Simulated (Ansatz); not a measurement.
# The perfect W wire along [110], 8 atoms a period, part 2 of 2

Wanted: the relaxed geometry and the bands of the W wire along [110], 8 atoms a period.

Ansatz 0.2.0; DFT PBE, plane waves, PAW; relaxation of a wire's period (the session's first sound run).

So far. Step 6 (Another level of theory, level r2SCAN, cutoff 500 eV): Bands cross the Fermi level, as under PBE at the relaxed period. Step 7 (With spin-orbit coupling): Bands cross the Fermi level, as under PBE at the relaxed period, with no moment.

### Step 8. At a strained period, period over the relaxed period 1.03, k-mesh 1×1×14 (continued)

Step by step:

| step | energy less that of the first step (eV) | largest force component (eV/Å) |
| --- | --- | --- |
| 1 | 0.0000 | 0.4954 |
| 2 | 0.3443 | 1.4189 |
| 3 | -0.0430 | 0.0643 |
| 4 | -0.0397 | 0.2163 |
| 5 | -0.0458 | 0.0284 |
| 6 | -0.0459 | 0.0072 |

Relaxation steps 2, 4 were tried and not accepted.

Forces are held to the 8 operations that the run works with; a distortion that breaks them can't arise in this run.

The atoms that moved most (Å):

| atom | dx | dy | dz | length |
| --- | --- | --- | --- | --- |
| W8 | -0.030 | -0.012 | 0.000 | 0.032 |
| W4 | -0.030 | 0.012 | 0.000 | 0.032 |
| W1 | 0.030 | -0.012 | 0.000 | 0.032 |
| W5 | 0.030 | 0.012 | 0.000 | 0.032 |
| W2 | 0.015 | 0.005 | 0.000 | 0.016 |
| W6 | 0.015 | -0.005 | 0.000 | 0.016 |
| W7 | -0.015 | 0.005 | 0.000 | 0.016 |
| W3 | -0.015 | -0.005 | 0.000 | 0.016 |

The relaxed structure:

```cif
data_structure
_symmetry_space_group_name_H-M 'P 1'
_symmetry_Int_Tables_number 1
_cell_length_a 11.5550
_cell_length_b 9.0420
_cell_length_c 4.5347
_cell_angle_alpha 90.000
_cell_angle_beta 90.000
_cell_angle_gamma 90.000
_cell_volume 473.79
loop_
_atom_site_label
_atom_site_type_symbol
_atom_site_fract_x
_atom_site_fract_y
_atom_site_fract_z
_atom_site_occupancy
W1 W 0.30416 0.58786 0.00000 1
W2 W 0.43501 0.38255 0.00000 1
W3 W 0.56499 0.61740 0.00000 1
W4 W 0.69584 0.41209 0.00000 1
W5 W 0.30416 0.41209 0.50000 1
W6 W 0.43501 0.61740 0.50000 1
W7 W 0.56499 0.38255 0.50000 1
W8 W 0.69584 0.58786 0.50000 1
```

This step gave:

```
energy at zero smearing : -83060.0644 eV
```

Electronic bands along the path, in eV, zero at the Fermi level:

| point | band 53 | band 54 | band 55 | band 56 | band 57 | band 58 | band 59 | band 60 |
| --- | --- | --- | --- | --- | --- | --- | --- | --- |
| Γ | -0.56 | -0.51 | -0.34 | -0.27 | -0.14 | 0.21 | 0.68 | 0.76 |
| halfway | -0.86 | -0.80 | -0.04 | 0.04 | 0.10 | 0.34 | 0.58 | 0.70 |
| Z | -0.54 | -0.54 | -0.13 | -0.13 | 0.12 | 0.12 | 0.92 | 0.92 |

Bands cross the Fermi level, as under PBE at the relaxed period.

### Step 9. Strain along the wire, period over the relaxed period 0.97, k-mesh 1×1×15

The period is set to 0.97 times the relaxed one and the atoms relax within it: strain changes bond lengths and angles, which shifts the bands against each other. Against the first PBE run of this kind, the mesh along the wire has 15 points against 19.

The cell differs from the one that the last finished run ended in (c 4.535 → 4.271 Å).

Contents of input.yaml:

```yaml
crystal:
  lattice:
    - [11.555, 0.0, 0.0]
    - [0.0, 9.042, 0.0]
    - [0.0, 0.0, 4.2705872228]
  atoms:
    - { symbol: W, position: [0.301552413, 0.589184131, 0.0] }
    - { symbol: W, position: [0.433728125, 0.381949429, 0.0] }
    - { symbol: W, position: [0.566271875, 0.617998425, 0.0] }
    - { symbol: W, position: [0.698447587, 0.410763723, 0.0] }
    - { symbol: W, position: [0.301552413, 0.410763723, 0.5] }
    - { symbol: W, position: [0.433728125, 0.617998425, 0.5] }
    - { symbol: W, position: [0.566271875, 0.381949429, 0.5] }
    - { symbol: W, position: [0.698447587, 0.589184131, 0.5] }
kpoints:
  mp_grid: { grid: [1, 1, 15] }
  band_path: { path: ["Γ", Z], npoints: 50 }
scf:
  occupations: { method: fermi_dirac, width: 0.05 }
hamiltonian:
  xc: pbe
relax:
  max_steps: 40
  f_tol: 0.02
output:
  stress: true
```

Launch:

```
$ ansatz run input.yaml --threads 8 --pin off --max-ram 16384MiB --backend cpu --events-out ev --progress --plain --runs-dir out
```

It took 18 s on 8 threads of Arm Neoverse V1, shared host; peak memory 1.7 GiB.

The steps of the relaxation:

| step | energy less that of the first step (eV) | largest force component (eV/Å) |
| --- | --- | --- |
| 1 | 0.0000 | 0.6053 |
| 2 | 0.1418 | 0.9600 |
| 3 | -0.0690 | 0.0951 |
| 4 | -0.0696 | 0.0631 |
| 5 | -0.0704 | 0.0093 |

Relaxation step 2 was tried and not accepted.

Forces are held to the 8 operations that the run works with; a distortion that breaks them can't arise in this run.

The atoms that moved most (Å):

| atom | dx | dy | dz | length |
| --- | --- | --- | --- | --- |
| W4 | 0.037 | -0.016 | 0.000 | 0.041 |
| W5 | -0.037 | -0.016 | 0.000 | 0.041 |
| W8 | 0.037 | 0.016 | 0.000 | 0.041 |
| W1 | -0.037 | 0.016 | 0.000 | 0.041 |
| W6 | -0.018 | 0.009 | 0.000 | 0.020 |
| W3 | 0.018 | 0.009 | 0.000 | 0.020 |
| W2 | -0.018 | -0.009 | 0.000 | 0.020 |
| W7 | 0.018 | -0.009 | 0.000 | 0.020 |

The relaxed structure:

```xyz
8
Lattice="11.5550 0.0000 0.0000 0.0000 9.0420 0.0000 0.0000 0.0000 4.2706" Properties=species:S:1:pos:R:3
W     3.4470    5.3436    0.0000
W     4.9939    3.4450    0.0000
W     6.5611    5.5965    0.0000
W     8.1080    3.6979    0.0000
W     3.4470    3.6979    2.1353
W     4.9939    5.5965    2.1353
W     6.5611    3.4450    2.1353
W     8.1080    5.3436    2.1353
```

Bands cross the Fermi level, as under PBE at the relaxed period.

### Step 10. A varied input: hamiltonian.hubbard

This step: DFT LDA, plane waves, PAW; bands of a perfect wire at the PBE geometry; changed: hamiltonian.hubbard = {"sites": [{"species": "W", "l": "d", "u_eff": 2.0}], "double_counting": "fll"} (Ansatz 0.2.0).

The atoms of the band run (LDA) are kept and the input is varied, to see whether the result depends on it.

input.yaml: that of step 9 with these lines changed.

```diff
@@ -4,3 +4,3 @@
     - [0.0, 9.042, 0.0]
-    - [0.0, 0.0, 4.2705872228]
+    - [0.0, 0.0, 4.40266724]
   atoms:
@@ -15,3 +15,3 @@
 kpoints:
-  mp_grid: { grid: [1, 1, 15] }
+  mp_grid: { grid: [1, 1, 14] }
   band_path: { path: ["Γ", Z], npoints: 50 }
@@ -20,7 +20,3 @@
 hamiltonian:
-  xc: pbe
-relax:
-  max_steps: 40
-  f_tol: 0.02
-output:
-  stress: true
+  xc: lda
+  hubbard: { sites: [{ species: W, l: d, u_eff: 2.0 }], double_counting: fll }
```

The job ended after 12 s (8 threads; peak memory 2.5 GiB).

This step gave:

| Item | Value |
| --- | --- |
| energy at zero smearing | -80998.8819 eV |

It took 12 s against 11 s for the run it varies.

### Step 11. The same system on other settings

This step: DFT LDA, plane waves, PAW; bands of a perfect wire at the PBE geometry; changed: hamiltonian.hubbard = {"sites": [{"species": "W", "l": "f", "u_eff": 30.0}]}, scf.max_iter = 60 (Ansatz 0.2.0).

The input of the band run (LDA) is made doubtful on purpose.

input.yaml: that of step 10 with these lines changed.

```diff
@@ -19,4 +19,5 @@
   occupations: { method: fermi_dirac, width: 0.05 }
+  max_iter: 60
 hamiltonian:
   xc: lda
-  hubbard: { sites: [{ species: W, l: d, u_eff: 2.0 }], double_counting: fll }
+  hubbard: { sites: [{ species: W, l: f, u_eff: 30.0 }] }
```

Wall time 0.15 s (8 threads); peak memory 0.08 GiB.

The input was rejected at the start.

The program's message: “Error: inconsistent input (hamiltonian.hubbard.sites[].l, hamiltonian.hubbard.sites[].shell): hamiltonian.hubbard: the W pseudopotential carries no l=3 pseudo-atomic shell — pick an l its table provid …”

The change that led to it: hamiltonian.hubbard.

### Step 12. Outcome

| Item | Value |
| --- | --- |
| cell length, PBE | 4.403 Å |
| conductance, PBE | 5.67 G₀ |
| gap, period scaled by 1.03 | none |
| gap, period scaled by 0.97 | none |

In words: Under PBE the cell's length is 4.40 Å, and it is a metal with 5 channels a spin next to the Fermi level, 5.67 G₀ at 300 K. A perfect wire passes every open channel, so the conductance counts half a G₀ for each forward-moving state at the Fermi level, spin by spin; the value here is no such multiple, since a band edge lies within the thermal window. Transport is coherent and elastic here: the atoms are frozen, so scattering by vibrations plays no part.

[Logs are printed without paths, hosts, clocks, repeated set-up lines and the standing remarks that a program may print on its own settings, such as how far it seeks lower states.]

[Hosts, paths, dates, database ids (printed as entryN), source tags and the programs' standing remarks are cut or masked in the printed files.]
